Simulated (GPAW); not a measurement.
# The Ni K excitation threshold of YNiC2 (Amm2) under uniform strain

For each volume the threshold was computed as E(hole, excited electron kept) − E(ground) (GPAW, LDA, 16-atom cell, total energies on 3×3×3 k points, hole spin-polarised). The values are raw; only their change is used. The threshold is the spectrum's zero, where absorption may be weak, not the visible edge.

| volume | ln(V/V₀) | threshold (eV) |
| --- | --- | --- |
| V × 0.94 | -0.06188 | ? |
| V × 0.97 | -0.03046 | 8312.715 |
| V × 1 | +0.00000 | 8312.654 |
| V × 1.06 | +0.05827 | 8312.534 |

Question: Fit a straight line in ln(V/V₀), give its slope, and predict the threshold at V × 0.94.

The means of the given rows are x̄ = +0.00927 and Ē = 8312.634 eV. Σ(x − x̄)(E − Ē) = -0.008304 and Σ(x − x̄)² = 0.004065, so the slope is -2.04 eV, and the line passes the given rows within 0.001 eV. At x = -0.06188 it gives 8312.634 + (-2.04) × (-0.07115) = 8312.780 eV. The run gives 8312.777 eV, a miss of +0.003 eV over a total move of -0.243 eV. The slope is the clamped-ion volume deformation potential of the Fermi level against the Ni 1s level, with the hole's relaxation included: the threshold falls by 0.020 eV for 1 % of expansion. The excited electron's band filling changes with volume too and isn't taken out.

[Hosts, paths, dates, database ids (printed as entryN), source tags and the programs' standing remarks are cut or masked in the printed files.]

[Lists of maxima count a maximum above −3 eV only where it reaches 4 % of the highest in the window and stands out from its surroundings by 2 % of it (1.5 % where it reaches 55 %); shoulders and weaker maxima are passed over, and of the rest the first, up to two pre-edge ones and the few strongest are named.]
